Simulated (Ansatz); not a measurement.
**Structural relaxation of Sr2MgAl3(011) slab (48 atoms)**

Aim: bring Sr2MgAl3(011) slab (48 atoms) to a nearby minimum of the energy and see what moves.

Method: Kohn-Sham DFT, PBE, PAW (set soft_2), plane waves, in Ansatz 0.2.0.

## 1. Starting point

The cell holds 48 atoms: 16 Sr, 8 Mg and 24 Al. Cell: a = 12.740 Å, b = 11.975 Å, c = 22.884 Å, α = 90.0°, β = 90.0°, γ = 105.4°. It derives from Sr2MgAl3 (P6_3/mmc, COD entry). P6_3/mmc (COD entry) Sr2MgAl3 (cell 6.37, 6.37, 10.14, 90, 90, 120), (011) slab of 2 repeat layers, 2 x 1 surface cells, 14 Å of vacuum; atoms within 2.91 Å of the bottom held; every coordinate displaced by a Gaussian of 0.05 Å. Vacuum lies along c.

## 2. Single point at the start

The forces at the start show how far the geometry lies from a minimum of this functional.

Input file input.yaml:

```yaml
crystal:
  lattice:
    - [12.7398, 0.0, 0.0]
    - [-3.18495, 11.54345, 0.0]
    - [0.0, 0.0, 22.884]
  atoms:
    - { symbol: Sr, position: [0.50544, 0.06933, 0.48176] }
    - { symbol: Sr, position: [0.3245, 0.38763, 0.30688] }
    - { symbol: Sr, position: [0.2509, 0.07939, 0.38267] }
    - { symbol: Sr, position: [0.11027, 0.54797, 0.35205] }
    [... 38 atom lines left out ...]
    - { symbol: Al, position: [0.7092, 0.91779, 0.52154] }
    - { symbol: Al, position: [0.86384, 0.03461, 0.63152] }
    - { symbol: Al, position: [0.61449, 0.04045, 0.6282] }
    - { symbol: Al, position: [0.84127, 0.45574, 0.55723] }
    - { symbol: Al, position: [0.50658, 0.58549, 0.6668] }
    - { symbol: Al, position: [0.7509, 0.57568, 0.66409] }
kpoints:
  mp_grid: { grid: [2, 2, 1] }
hamiltonian:
  xc: pbe
scf:
  occupations: { method: methfessel_paxton, width: 0.15 }
output:
  forces: true
```

The run is started by

```
$ ansatz run input.yaml --threads 4 --pin off --max-ram 8192MiB --backend cpu --events-out ev --progress --plain --runs-dir out
```

The job ended after 50 s (4 threads of Arm Neoverse V2, shared host; peak memory 4.6 GiB; 3.2 min of CPU time).

The program notes that it cut back its work space to fit the memory limit.

The run gave:

- free energy: -84989.0005 eV
- free energy per atom: -1770.6042 eV/atom
- SCF cycles: 8
- r.m.s. force component: 0.2244 eV/Å
- longest force: 0.914 eV/Å
- Fermi energy: 0.6158 eV

The r.m.s. force component of 0.22 eV/Å sets the starting point.

Neighbours are counted within 3.56 Å (Al-Al), 4.12 Å (Al-Sr), 3.50 Å (Al-Mg), 4.34 Å (Sr-Sr), 4.17 Å (Sr-Mg), cutoffs set anew for this text.

Length of the force by element and coordination:

```tsv
element	coordination	atoms	mean length of the force (eV/Å)	spread	least	most
Al	all	24	0.344	0.243	0.0566	0.914
Al	7	2	0.905	0.0089	0.896	0.914
Al	8	4	0.548	0.044	0.498	0.618
Al	9	6	0.435	0.0426	0.360	0.478
Al	11	4	0.13	0.0438	0.075	0.189
Al	12	8	0.140	0.0576	0.0566	0.234
Mg	all	8	0.326	0.165	0.119	0.643
Mg	7	2	0.577	0.0663	0.511	0.643
Mg	8	2	0.214	0.0816	0.132	0.295
Mg	12	4	0.257	0.0811	0.119	0.325
Sr	all	16	0.330	0.107	0.125	0.543
Sr	8	2	0.246	0.0559	0.190	0.301
Sr	9	2	0.343	0.0148	0.328	0.358
Sr	12	2	0.416	0.0963	0.319	0.512
Sr	13	2	0.315	0.0875	0.227	0.402
Sr	14	2	0.326	0.082	0.244	0.408
Sr	15	2	0.473	0.0701	0.403	0.543
Sr	16	4	0.262	0.0894	0.125	0.349
```

## 3. Relaxation

The atoms are relaxed in the fixed cell, aiming at the force tolerance of the input.

input.yaml: that of step 2 with these lines changed.

```diff
@@ -15 +15,6 @@
   forces: true
+relax:
+  f_tol: 0.05
+  max_steps: 47
+  constraints:
+    - { sites: [1, 2, 3, 4, 6, 7, 8, 9, 25, 26, 27, 28, 30, 31, 32, 33], fix: xyz }
```

The job ended after 4.1 min (4 threads; peak memory 4.7 GiB; 16 min of CPU time).

The steps of the relaxation:

```tsv
step	energy less that of the first step (eV)	largest force component, free atoms (eV/Å)
1	0.0000	0.5412
2	-0.9097	0.4712
3	-1.5078	0.3190
4	-2.0171	0.2342
5	-2.3696	0.0971
6	-2.4695	0.0480
```

The atoms that moved most (Å):

```tsv
atom	dx	dy	dz	length
Al47	0.116	-0.305	-0.838	0.899
Al21	0.130	-0.043	-0.831	0.843
Al48	-0.131	-0.205	-0.783	0.820
Al44	-0.126	-0.003	-0.807	0.817
Al24	-0.196	-0.149	-0.760	0.799
Al20	-0.234	-0.017	-0.762	0.797
Al23	0.030	-0.161	-0.779	0.796
Al45	0.217	-0.092	-0.742	0.779
```

The relaxation changed the energy by -51.4 meV/atom, and atoms moved by 0.44 Å r.m.s., 0.90 Å at most.

## 4. Structure statistics after relaxation

Bonds before and after, by the cutoffs listed below:

```tsv
pair	bonds before	bonds after	mean before (Å)	mean after (Å)	spread before (Å)	spread after (Å)
Al-Sr	118	118	3.700	3.591	0.081	0.126
Al-Mg	42	41	3.142	3.093	0.071	0.109
Sr-Sr	26	26	3.878	3.818	0.084	0.140
Sr-Mg	36	36	3.726	3.621	0.086	0.112
```

Normalised to the volume that the atoms fill. g(r), total and by pair (bins of 0.2 Å):

```tsv
r (Å)	total	Al-Al	Al-Sr	Al-Mg	Sr-Sr	Sr-Mg	Mg-Mg
2.70	0.14	0.55	0.00	0.00	0.00	0.00	0.00
2.90	1.92	4.55	0.00	4.63	0.00	0.00	0.00
3.10	1.77	1.90	0.00	7.75	0.00	0.00	0.00
3.30	0.96	1.37	1.42	0.89	0.00	0.00	0.00
3.50	3.06	0.68	5.99	0.52	0.78	6.46	0.00
3.70	3.20	0.00	6.61	0.00	3.69	5.27	0.00
3.90	0.56	0.00	0.42	0.00	2.51	1.28	0.00
4.10	0.16	0.00	0.00	0.00	1.46	0.00	0.00
4.30	0.00	0.00	0.00	0.00	0.00	0.00	0.00
4.50	0.00	0.00	0.00	0.00	0.00	0.00	0.00
4.70	0.05	0.00	0.00	0.00	0.00	0.00	1.67
4.90	0.20	0.35	0.00	0.64	0.00	0.00	0.00
5.10	0.70	1.36	0.24	1.45	0.00	0.00	1.45
5.30	0.95	1.28	0.28	2.79	0.00	0.33	1.35
5.50	1.50	2.08	1.64	1.67	0.00	1.39	0.00
5.70	1.35	0.52	2.42	0.98	0.14	2.18	0.00
5.90	0.99	0.95	1.65	0.00	0.41	1.36	0.00
6.10	0.96	1.68	0.21	0.00	3.16	0.00	4.04
6.30	1.11	1.85	0.00	0.08	4.51	0.35	3.27
6.50	0.55	1.15	0.15	0.52	0.34	0.68	0.45
6.70	0.30	0.14	0.00	0.49	0.00	1.67	0.00
6.90	0.96	1.75	0.49	0.99	0.49	1.31	0.00
7.10	0.81	0.46	0.93	1.63	0.65	0.38	0.00
7.30	0.79	0.00	1.03	0.30	1.94	1.60	0.00
7.50	0.24	0.00	0.17	0.56	0.51	0.34	0.00
7.70	0.25	0.50	0.00	0.57	0.00	0.00	0.95
7.90	0.40	0.34	0.28	0.75	0.00	0.00	3.60
```

Bonds by pair of elements; cutoffs follow the first minimum of g(r), held within bounds set by covalent radii, and pairs that aren't listed don't count as bonded (cutoffs were set anew for this text, so counts can differ from the run's own analysis):

```tsv
pair A-B	cutoff (Å)	bonds	mean length (Å)	spread (Å)	shortest (Å)	B about A	A about B
Al-Al	3.33	36	3.02	0.178	2.79	3	3
Al-Sr	4.06	118	3.59	0.126	3.28	4.92	7.38
Al-Mg	3.5	41	3.09	0.109	2.94	1.71	5.12
Sr-Sr	4.23	26	3.82	0.14	3.49	3.25	3.25
Sr-Mg	4	36	3.62	0.112	3.42	2.25	4.5
```

The cutoff for Al-Al falls short of the minimum of g(r), so counts run low and odd coordinations can be artefacts.

How many atoms have how many bonded neighbours:

```tsv
element	mean	7	8	9	11	12	13	14	15	16
Al	9.62	6	4	2	5	7	0	0	0	0
Mg	9.62	2	2	0	1	3	0	0	0	0
Sr	12.9	0	2	2	0	2	2	2	2	4
```

Bond length by coordination (bonds to H left out):

```tsv
element	coordination	atoms	mean bond length (Å)
Al	7	6	3.29
Al	8	4	3.27
Al	9	2	3.45
Al	11	5	3.33
Al	12	7	3.33
Mg	7	2	3.36
Mg	8	2	3.28
Mg	11	1	3.33
Mg	12	3	3.36
Sr	8	2	3.66
Sr	9	2	3.68
Sr	12	2	3.66
Sr	13	2	3.67
Sr	14	2	3.64
Sr	15	2	3.68
Sr	16	4	3.63
```

For some of the pairs, g(r) has its first main peak near 2.87 Å (Al-Al), 3.64 Å (Al-Sr), 3.08 Å (Al-Mg), 3.79 Å (Sr-Sr) and 3.57 Å (Sr-Mg).

## 5. Single point at the relaxed geometry

One more single point at the end of the walk gives the fuller output and checks the residual forces.

Input file input.yaml:

```yaml
crystal:
  lattice:
    - [12.7398, 0.0, 0.0]
    - [-3.18495, 11.54345, 0.0]
    - [0.0, 0.0, 22.884]
  atoms:
    - { symbol: Sr, position: [0.49383, 0.0553, 0.47251] }
    - { symbol: Sr, position: [0.3245, 0.38763, 0.30688] }
    - { symbol: Sr, position: [0.2509, 0.07939, 0.38267] }
    - { symbol: Sr, position: [0.11027, 0.54797, 0.35205] }
    [... 38 atom lines left out ...]
    - { symbol: Al, position: [0.70583, 0.9087, 0.50604] }
    - { symbol: Al, position: [0.85391, 0.03439, 0.59625] }
    - { symbol: Al, position: [0.62954, 0.03251, 0.59576] }
    - { symbol: Al, position: [0.84832, 0.45817, 0.54456] }
    - { symbol: Al, position: [0.50909, 0.55906, 0.63019] }
    - { symbol: Al, position: [0.73617, 0.5579, 0.62989] }
kpoints:
  mp_grid: { grid: [2, 2, 1] }
hamiltonian:
  xc: pbe
scf:
  occupations: { method: methfessel_paxton, width: 0.15 }
output:
  forces: true
  populations: true
  dos:
    method: { smearing: { sigma: 0.15 } }
    de: 0.1
    projected: { site_lists: { Al: [Al], Mg: [Mg], Sr: [Sr] } }
  eigenvalues: true
  write_density: true
  write_potential: true
  volumetric_format: npy
  elf: true
```

Elapsed: 1.7 min, on 4 threads; peak memory 6.3 GiB.

The program notes that the exchange-correlation potential is rough where the density is thin.

Read from the output:

```yaml
free_energy: -84991.4700 eV
free_energy_per_atom: -1770.6556 eV/atom
scf_cycles: 9
r_m_s_force_component: 0.1596 eV/Å
longest_force: 0.9079 eV/Å
fermi_energy: 0.6537 eV
levels_partly_filled_by_over_2_per_cent: 17
potential_in_mid_vacuum_over_the_fermi_level: 3.099 eV
potential_4p5_a_over_the_upper_face: 3.087 eV
potential_4p5_a_under_the_lower_face: 3.11 eV
spilling_of_the_projection: 0.02266
```

Length of the force by element:

```tsv
element	coordination	atoms	mean length of the force (eV/Å)	spread	least	most
Al	all	24	0.152	0.242	0.0027	0.908
Mg	all	8	0.156	0.204	0.0217	0.584
Sr	all	16	0.170	0.211	0.0118	0.664
```

States in the cell by windows of 0.5 eV, zero at the Fermi level; the larger projections on atomic orbitals stand beside the total:

```tsv
from (eV)	to (eV)	total	Al p	Al s	Sr s	Mg s
-10	-7.5	0.0	0.0	0.0	0.0	0.0
-7.5	-7	0.9	0.1	0.5	0.2	0.1
-7	-6.5	4.8	0.7	2.9	0.7	0.4
-6.5	-6	5.9	1.3	3.7	0.5	0.4
-6	-5.5	4.6	1.2	2.9	0.3	0.2
-5.5	-5	5.2	1.9	2.7	0.3	0.3
-5	-4.5	3.9	1.4	2.0	0.2	0.2
-4.5	-4	4.1	1.5	2.0	0.3	0.2
-4	-3.5	8.5	2.9	4.1	0.7	0.5
-3.5	-3	10.4	3.9	4.7	0.5	0.8
-3	-2.5	7.2	3.1	2.6	0.4	0.8
-2.5	-2	5.1	3.2	0.6	0.5	0.7
-2	-1.5	11.9	8.1	0.9	1.6	0.7
-1.5	-1	12.3	8.8	1.0	1.1	0.5
-1	-0.5	17.1	12.5	1.1	1.1	0.5
-0.5	0	17.2	11.4	1.3	1.4	0.4
0	0.5	16.7	10.0	1.1	1.3	0.6
0.5	1	17.8	7.8	1.2	2.0	1.1
1	1.5	19.2	5.7	1.1	2.3	1.0
1.5	2	21.2	3.7	1.1	2.5	0.7
```

Between -26 and -10 eV lie 96 more states.

The stored curve holds about 215 of the 312 electrons; the rest, give or take the few that broadening carries across the Fermi level, lie in deeper levels below its range.

The levels nearest the highest filled one (over half full), pooled over k-points and spins:

```tsv
level less the highest filled one (eV)	occupation
-0.0426	1.47
-0.0167	1.19
-0.0144	1.17
-0.0137	1.16
-0.0092	1.11
0	1.01
0.0283	0.693
0.0601	0.384
0.0629	0.36
0.0634	0.355
0.101	0.103
0.105	0.084
```

Planar average of the electrostatic potential energy along the normal, with the Fermi level as zero, after a running mean with a triangular window 4 Å wide at its base:

```tsv
height (Å)	potential energy (eV)
0.0	3.10
0.7	3.10
1.3	3.11
2.0	3.11
2.6	3.11
3.3	3.09
3.9	3.04
4.6	2.81
5.1	2.23
5.9	0.78
6.4	-0.86
7.2	-2.88
7.9	-4.07
8.4	-4.34
9.2	-4.20
9.7	-4.11
10.4	-4.19
11.0	-4.43
11.7	-4.79
12.3	-4.93
13.0	-4.83
13.6	-4.30
14.3	-3.22
14.9	-1.99
15.6	-0.27
16.3	1.34
16.9	2.25
17.6	2.86
18.2	3.01
18.9	3.07
19.5	3.08
20.2	3.09
20.7	3.09
21.5	3.09
22.0	3.10
22.7	3.10
```

Within 0.4 eV of the Fermi level the largest share is Al p (78 % of the projected weight). The potential stands 3.09 eV above the Fermi level over the upper face and 3.11 eV under the lower one, a reading of the work function, with no dipole correction.

## 6. What came out

- energy change in the relaxation: -51.45 meV/atom
- r.m.s. displacement: 0.443 Å
- largest displacement: 0.899 Å
- free energy per atom: -1770.6556 eV/atom
- r.m.s. force component: 0.1596 eV/Å
- potential in mid-vacuum, over the Fermi level: 3.099 eV
- wall time of the 3 DFT runs: 6.7 min

In words: Relaxation lowers the energy by 51.4 meV/atom and moves atoms by 0.44 Å r.m.s.; the r.m.s. force component goes from 0.22 to 0.16 eV/Å, held atoms included. From the first step to the last the energy fell by 2.470 eV, and the largest move was 0.90 Å (Al47). The Al-Sr bonds go from 3.700 Å (spread 0.081) to 3.591 Å (spread 0.126). 17 levels are partly filled, by over 2 % (on the run's k-points), as in a metal. The potential stands 3.09 eV above the Fermi level over the upper face and 3.11 eV under the lower one, a reading of the work function, with no dipole correction.

Caveats: 16 atoms were held in place, and force statistics include the forces on them.

[Logs are printed without paths, hosts, clocks, repeated set-up lines and the standing remarks that a program may print on its own settings, such as how far it seeks lower states.]

[Hosts, paths, dates, database ids (printed as entryN), source tags and the programs' standing remarks are cut or masked in the printed files.]
